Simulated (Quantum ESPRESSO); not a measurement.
# FeGe: magnetism against volume

Wanted: the trend of the moments of FeGe with volume.

Main program and level: Quantum ESPRESSO 7.5; PBEsol; plane waves with GBRV 1.5 PBEsol potentials, no spin-orbit coupling.

### Step 1. Starting point

It takes space group P2_13 (No. 198, cubic). Conventional cell: a = 4.700 Å, b = 4.700 Å, c = 4.700 Å, α = 90.00°, β = 90.00°, γ = 90.00°. Fe has 7 Ge at 2.39 to 2.65 Å nearest. Ge has 7 Fe at 2.39 to 2.65 Å nearest. Farther neighbours are not listed.

The lattice constants were typed from memory of published values and not checked against a source.

### Step 2. Volume 0.88, ferro ++++

All lengths scale alike; the factor is that of the volume. Atoms keep their fractional places. Seeded atoms are those given a starting moment.

pw.in reads:

```
&CONTROL
  calculation = 'scf'
  prefix = 'pwscf'
  outdir = './tmp'
  pseudo_dir = './pseudo'
  disk_io = 'nowf'
  tprnfor = .true.
  tstress = .true.
/
&SYSTEM
  ibrav = 0
  celldm(1) = 8
  nat = 8
  ntyp = 2
  ecutwfc = 40
  ecutrho = 280
  nbnd = 80
  occupations = 'smearing'
  smearing = 'fd'
  degauss = 0.00367493
  nspin = 2
  starting_magnetization(1) = 0.175
  starting_magnetization(2) = 0
/
&ELECTRONS
  conv_thr = 1.6d-08
  electron_maxstep = 150
  mixing_beta = 0.3
/
ATOMIC_SPECIES
Fe     55.8450 fe_pbesol_v1.5.uspp.F.UPF
Ge     72.6300 ge_pbesol_v1.4.uspp.F.UPF
CELL_PARAMETERS alat
   1.0639003751584    0.0000000000000    0.0000000000000
   0.0000000000000    1.0639003751584    0.0000000000000
   0.0000000000000    0.0000000000000    1.0639003751584
ATOMIC_POSITIONS crystal
Fe      0.1350000000    0.1350000000    0.1350000000
Fe      0.6350000000    0.3650000000    0.8650000000
Fe      0.8650000000    0.6350000000    0.3650000000
Fe      0.3650000000    0.8650000000    0.6350000000
Ge      0.8420000000    0.8420000000    0.8420000000
Ge      0.3420000000    0.6580000000    0.1580000000
Ge      0.1580000000    0.3420000000    0.6580000000
Ge      0.6580000000    0.1580000000    0.3420000000
K_POINTS automatic
8 8 8 0 0 0
```

Command:

```console
> OMP_NUM_THREADS=1 mpirun -n 4 pw.x -nk 4 -in pw.in > pw.out
```

Log:

```text
Program PWSCF v.7.5 starts

     Message from routine setup:
     using ibrav=0 with symmetry is DISCOURAGED, use correct ibrav instead

     K-points division:     npool     =       4
     Subspace diagonalization in iterative solution of the eigenvalue problem:

     bravais-lattice index     =            0
     lattice parameter (alat)  =       8.0000  a.u.
     unit-cell volume          =     616.5565 (a.u.)^3
     number of atoms/cell      =            8
     number of atomic types    =            2
     number of electrons       =       120.00
     number of Kohn-Sham states=           80
     kinetic-energy cutoff     =      40.0000  Ry
     charge density cutoff     =     280.0000  Ry
     scf convergence threshold =      1.6E-08
     mixing beta               =       0.3000
     number of iterations used =            8  plain     mixing
     Exchange-correlation= SLA  PW   PSX  PSC
                           (   1   4  10   8   0   0   0)

     celldm(1)=   8.000000  celldm(2)=   0.000000  celldm(3)=   0.000000
     celldm(4)=   0.000000  celldm(5)=   0.000000  celldm(6)=   0.000000

     crystal axes: (cart. coord. in units of alat)
               a(1) = (   1.063900   0.000000   0.000000 )
               a(2) = (   0.000000   1.063900   0.000000 )
               a(3) = (   0.000000   0.000000   1.063900 )

     reciprocal axes: (cart. coord. in units 2 pi/alat)
               b(1) = (  0.939938  0.000000  0.000000 )
               b(2) = (  0.000000  0.939938  0.000000 )
               b(3) = (  0.000000  0.000000  0.939938 )

     PseudoPot. # 1 for Fe read from file:
     fe_pbesol_v1.5.uspp.F.UPF
     Pseudo is Ultrasoft + core correction, Zval = 16.0

     PseudoPot. # 2 for Ge read from file:
     ge_pbesol_v1.4.uspp.F.UPF
     Pseudo is Ultrasoft + core correction, Zval = 14.0

     atomic species   valence    mass     pseudopotential
     Fe               16.00    55.84500     Fe( 1.00)
     Ge               14.00    72.63000     Ge( 1.00)

     Starting magnetic structure
     atomic species   magnetization
     Fe              0.175
     Ge              0.000

     12 Sym. Ops. (no inversion) found ( 9 have fractional translation)

   Cartesian axes

     site n.     atom                  positions (alat units)
         1        Fe     tau(   1) = (   0.1436266   0.1436266   0.1436266  )
         2        Fe     tau(   2) = (   0.6755767   0.3883236   0.9202738  )
         3        Fe     tau(   3) = (   0.9202738   0.6755767   0.3883236  )
         4        Fe     tau(   4) = (   0.3883236   0.9202738   0.6755767  )
         5        Ge     tau(   5) = (   0.8958041   0.8958041   0.8958041  )
         6        Ge     tau(   6) = (   0.3638539   0.7000464   0.1680963  )
         7        Ge     tau(   7) = (   0.1680963   0.3638539   0.7000464  )
         8        Ge     tau(   8) = (   0.7000464   0.1680963   0.3638539  )

     number of k points=    45  Fermi-Dirac smearing, width (Ry)=  0.0037
                       cart. coord. in units 2pi/alat
        k(    1) = (   0.0000000   0.0000000   0.0000000), wk =   0.0019531
        k(    2) = (   0.0000000   0.0000000   0.1174922), wk =   0.0117188
        k(    3) = (   0.0000000   0.0000000   0.2349844), wk =   0.0117188
        k(    4) = (   0.0000000   0.0000000   0.3524766), wk =   0.0117188
        k(    5) = (   0.0000000   0.0000000  -0.4699688), wk =   0.0058594
        [... 40 further k-points ...]

     Dense  grid:    48693 G-vectors     FFT dimensions: (  48,  48,  48)

     Smooth grid:    21079 G-vectors     FFT dimensions: (  36,  36,  36)

     Check: negative core charge=   -0.000033
     Generating pointlists ...
     new r_m :   0.2227 (alat units)  1.7817 (a.u.) for type    1
     new r_m :   0.2227 (alat units)  1.7817 (a.u.) for type    2

     Initial potential from superposition of free atoms

     starting charge     115.9967, renormalised to     120.0000
     Starting wfcs are   88 randomized atomic wfcs

     Self-consistent Calculation

     iteration #  1     ecut=    40.00 Ry     beta= 0.30
     Davidson diagonalization with overlap
     ethr =  1.00E-02,  avg # of iterations =  3.9

     total energy              =   -1853.43465479 Ry
     estimated scf accuracy    <       3.19398957 Ry

     total magnetization       =     5.09 Bohr mag/cell
     absolute magnetization    =     6.52 Bohr mag/cell

     iteration #  2     ecut=    40.00 Ry     beta= 0.30
     Davidson diagonalization with overlap
     ethr =  2.66E-03,  avg # of iterations =  2.0

     total energy              =   -1853.48403698 Ry
     estimated scf accuracy    <       0.94295350 Ry

     total magnetization       =     5.37 Bohr mag/cell
     absolute magnetization    =     6.75 Bohr mag/cell

     [... further iterations left out ...]

     iteration # 12     ecut=    40.00 Ry     beta= 0.30
     Davidson diagonalization with overlap
     ethr =  1.41E-09,  avg # of iterations =  1.5

     total energy              =   -1853.64337076 Ry
     estimated scf accuracy    <       0.00000010 Ry

     total magnetization       =     3.83 Bohr mag/cell
     absolute magnetization    =     4.57 Bohr mag/cell

     iteration # 13     ecut=    40.00 Ry     beta= 0.30
     Davidson diagonalization with overlap
     ethr =  8.41E-11,  avg # of iterations =  2.0

     Magnetic moment per site  (integrated on atomic sphere of radius R)
     atom   1 (R=0.223)  charge= 14.1606  magn=  1.0224
     atom   2 (R=0.223)  charge= 14.1606  magn=  1.0224
     atom   3 (R=0.223)  charge= 14.1606  magn=  1.0224
     atom   4 (R=0.223)  charge= 14.1606  magn=  1.0224
     atom   5 (R=0.223)  charge= 11.5490  magn= -0.0380
     atom   6 (R=0.223)  charge= 11.5490  magn= -0.0380
     atom   7 (R=0.223)  charge= 11.5490  magn= -0.0380
     atom   8 (R=0.223)  charge= 11.5490  magn= -0.0380

     End of self-consistent calculation

     [... lines left out ...]
     the Fermi energy is    18.8570 ev

!    total energy              =   -1853.64337083 Ry
     estimated scf accuracy    <          8.9E-09 Ry
     smearing contrib. (-TS)   =      -0.00409495 Ry
     internal energy E=F+TS    =   -1853.63927588 Ry

     The total energy is F=E-TS. E is the sum of the following terms:
     one-electron contribution =    -804.35121911 Ry
     hartree contribution      =     515.21090307 Ry
     xc contribution           =    -347.59718895 Ry
     ewald contribution        =   -1216.90177090 Ry

     total magnetization       =     3.83 Bohr mag/cell
     absolute magnetization    =     4.58 Bohr mag/cell

     convergence has been achieved in  13 iterations

     Forces acting on atoms (cartesian axes, Ry/au):

     atom    1 type  1   force =     0.00866019    0.00866019    0.00866019
     atom    2 type  1   force =     0.00866019   -0.00866019   -0.00866019
     atom    3 type  1   force =    -0.00866019    0.00866019   -0.00866019
     atom    4 type  1   force =    -0.00866019   -0.00866019    0.00866019
     atom    5 type  2   force =     0.00058598    0.00058598    0.00058598
     atom    6 type  2   force =     0.00058598   -0.00058598   -0.00058598
     atom    7 type  2   force =    -0.00058598    0.00058598   -0.00058598
     atom    8 type  2   force =    -0.00058598   -0.00058598    0.00058598

     Total force =     0.030068     Total SCF correction =     0.000280

     Computing stress (Cartesian axis) and pressure

          total   stress  (Ry/bohr**3)                   (kbar)     P=      141.53
   0.00096213   0.00000000   0.00000000          141.53        0.00        0.00
   0.00000000   0.00096213   0.00000000            0.00      141.53        0.00
   0.00000000   0.00000000   0.00096213            0.00        0.00      141.53

=------------------------------------------------------------------------------=
   JOB DONE.
=------------------------------------------------------------------------------=
```

The job ended after 1.9 min (4 MPI ranks of Intel Xeon at 2.70GHz, shared host; peak memory 0.79 GiB; 7.7 min of CPU time).

Spin moment in the atom's sphere by atom:

```
atom  spin moment in the atom's sphere (μB)
 Fe1                                   1.02
 Fe2                                   1.02
 Fe3                                   1.02
 Fe4                                   1.02
 Ge5                                  -0.04
 Ge6                                  -0.04
 Ge7                                  -0.04
 Ge8                                  -0.04
```

Numbers from this step:

```yaml
smearing_term_ts: 0.05571 eV
pressure: 14.15 GPa
magnetization: 3.833 μB
absolute_magnetization: 4.576 μB
final_state: ferromagnetic
```

### Step 3. Volume 0.88, no spin polarisation

Changes to pw.in since step 2:

```diff
@@ -16,3 +16,3 @@
   ecutrho = 280
-  nbnd = 80
+  nbnd = 74
   occupations = 'smearing'
@@ -20,5 +20,2 @@
   degauss = 0.00367493
-  nspin = 2
-  starting_magnetization(1) = 0.175
-  starting_magnetization(2) = 0
 /
```

Log:

```text
     [... lines left out ...]
Program PWSCF v.7.5 starts
     [... lines left out ...]
     number of atoms/cell      =            8
     [... lines left out ...]
     number of electrons       =       120.00
     number of Kohn-Sham states=           74
     kinetic-energy cutoff     =      40.0000  Ry
     charge density cutoff     =     280.0000  Ry
     scf convergence threshold =      1.6E-08
     [... lines left out ...]
     12 Sym. Ops. (no inversion) found ( 9 have fractional translation)
     [... lines left out ...]
     number of k points=    45  Fermi-Dirac smearing, width (Ry)=  0.0037
     [... lines left out ...]
     iteration # 11     ecut=    40.00 Ry     beta= 0.30
     [... lines left out ...]
     the Fermi energy is    18.8221 ev
!    total energy              =   -1853.63992746 Ry
     estimated scf accuracy    <          2.6E-09 Ry
     smearing contrib. (-TS)   =      -0.00427236 Ry
     [... lines left out ...]
     convergence has been achieved in  11 iterations
     [... lines left out ...]
     Total force =     0.030764     Total SCF correction =     0.000045
     [... lines left out ...]
          total   stress  (Ry/bohr**3)                   (kbar)     P=      111.74
     [... lines left out ...]
```

Run time: 51 s. Hardware: 4 MPI ranks; peak memory 0.59 GiB.

Read from the output:

```
smearing term TS : 0.05813 eV
pressure         : 11.17 GPa
final state      : non-magnetic (no spin polarisation)
```

### Step 4. Volume 1.12, ferro ++++

Changes to pw.in since step 3:

```diff
@@ -16,3 +16,3 @@
   ecutrho = 280
-  nbnd = 74
+  nbnd = 80
   occupations = 'smearing'
@@ -20,2 +20,5 @@
   degauss = 0.00367493
+  nspin = 2
+  starting_magnetization(1) = 0.175
+  starting_magnetization(2) = 0
 /
@@ -30,5 +33,5 @@
 CELL_PARAMETERS alat
-   1.0639003751584    0.0000000000000    0.0000000000000
-   0.0000000000000    1.0639003751584    0.0000000000000
-   0.0000000000000    0.0000000000000    1.0639003751584
+   1.1529560313574    0.0000000000000    0.0000000000000
+   0.0000000000000    1.1529560313574    0.0000000000000
+   0.0000000000000    0.0000000000000    1.1529560313574
 ATOMIC_POSITIONS crystal
```

Log:

```text
     [... lines left out ...]
Program PWSCF v.7.5 starts
     [... lines left out ...]
     number of atoms/cell      =            8
     [... lines left out ...]
     number of electrons       =       120.00
     number of Kohn-Sham states=           80
     kinetic-energy cutoff     =      40.0000  Ry
     charge density cutoff     =     280.0000  Ry
     scf convergence threshold =      1.6E-08
     [... lines left out ...]
     12 Sym. Ops. (no inversion) found ( 9 have fractional translation)
     [... lines left out ...]
     number of k points=    45  Fermi-Dirac smearing, width (Ry)=  0.0037
     [... lines left out ...]
     iteration # 16     ecut=    40.00 Ry     beta= 0.30
     [... lines left out ...]
     Magnetic moment per site  (integrated on atomic sphere of radius R)
     atom   1 (R=0.241)  charge= 14.3493  magn=  1.8607
     atom   2 (R=0.241)  charge= 14.3493  magn=  1.8607
     atom   3 (R=0.241)  charge= 14.3493  magn=  1.8607
     atom   4 (R=0.241)  charge= 14.3493  magn=  1.8607
     atom   5 (R=0.241)  charge= 11.8344  magn= -0.0811
     atom   6 (R=0.241)  charge= 11.8344  magn= -0.0811
     atom   7 (R=0.241)  charge= 11.8344  magn= -0.0811
     atom   8 (R=0.241)  charge= 11.8344  magn= -0.0811
     [... lines left out ...]
     the Fermi energy is    14.2907 ev
!    total energy              =   -1853.55487360 Ry
     estimated scf accuracy    <          5.6E-09 Ry
     smearing contrib. (-TS)   =      -0.00557884 Ry
     [... lines left out ...]
     total magnetization       =     6.70 Bohr mag/cell
     absolute magnetization    =     8.39 Bohr mag/cell
     convergence has been achieved in  16 iterations
     [... lines left out ...]
     Total force =     0.022839     Total SCF correction =     0.000015
     [... lines left out ...]
          total   stress  (Ry/bohr**3)                   (kbar)     P=     -185.94
     [... lines left out ...]
```

Wall time 3.2 min (4 MPI ranks); peak memory 0.94 GiB.

This step gave:

- smearing term TS: 0.07590 eV
- pressure: -18.59 GPa
- magnetization: 6.7 μB
- absolute magnetization: 8.391 μB
- final state: ferromagnetic
- largest moment: 1.861 μB

### Step 5. All points

The runs not shown differ from these in the moved quantity alone.

Final states:

```
volume     ferro ++++  no spin polarisation
  0.88  ferromagnetic          non-magnetic
  0.91  ferromagnetic          non-magnetic
  0.94  ferromagnetic          non-magnetic
  0.97  ferromagnetic          non-magnetic
     1  ferromagnetic          non-magnetic
  1.03  ferromagnetic          non-magnetic
  1.06  ferromagnetic          non-magnetic
  1.09  ferromagnetic          non-magnetic
  1.12  ferromagnetic          non-magnetic
```

Table of largest site moment, ferro ++++ by volume:

```
volume (factor)  largest site moment, ferro ++++ (μB)
         0.8800                                  1.02
         0.9100                                  1.08
         0.9400                                  1.12
         0.9700                                  1.16
         1.0000                                  1.23
         1.0300                                  1.35
         1.0600                                  1.52
         1.0900                                  1.69
         1.1200                                  1.86
```

Table of energy less that of the parallel start, no spin polarisation by volume:

```
volume (factor)  energy less that of the parallel start, no spin polarisation (meV a seeded atom)
         0.8800                                                                              11.7
         0.9100                                                                              26.7
         0.9400                                                                              41.7
         0.9700                                                                              56.6
         1.0000                                                                              72.0
         1.0300                                                                              89.3
         1.0600                                                                               110
         1.0900                                                                               137
         1.1200                                                                               169
```

Energy over the lowest against volume; values in meV an atom:

```
volume (factor)  ferro ++++  no spin polarisation
         0.8800        30.8                  36.7
         0.9100        6.40                  19.7
         0.9400           0                  20.8
         0.9700        8.58                  36.9
         1.0000        29.4                  65.4
         1.0300        59.6                   104
         1.0600        96.5                   152
         1.0900         137                   206
         1.1200         181                   266
```

### Step 6. Outcome

```
moment, parallel start       : 1.02 to 1.86 μB
states met from these starts : ferromagnetic
```

The moment of the parallel start goes from 1.02 μB at 0.88 to 1.86 μB at 1.12. The net moment of the cell goes from 3.83 to 6.7 μB. The radius of the spheres follows the nearest distance, so part of the change of the site moments is the spheres'. Only a parallel start was run beside the spinless one, so opposed or spiral orders, which may lie lower, are not probed.

[Logs and program files are shortened in this print: banners, set-up blocks, solver, clock and traceback lines can be left out without a mark of their own.]

[Logs are printed without paths, hosts, clocks, repeated set-up lines and the standing remarks that a program may print on its own settings, such as how far it seeks lower states.]

[Hosts, paths, dates, database ids (printed as entryN), source tags and the programs' standing remarks are cut or masked in the printed files.]

[Where a cell is said to come from a database of computed structures, the database is the Materials Project.]
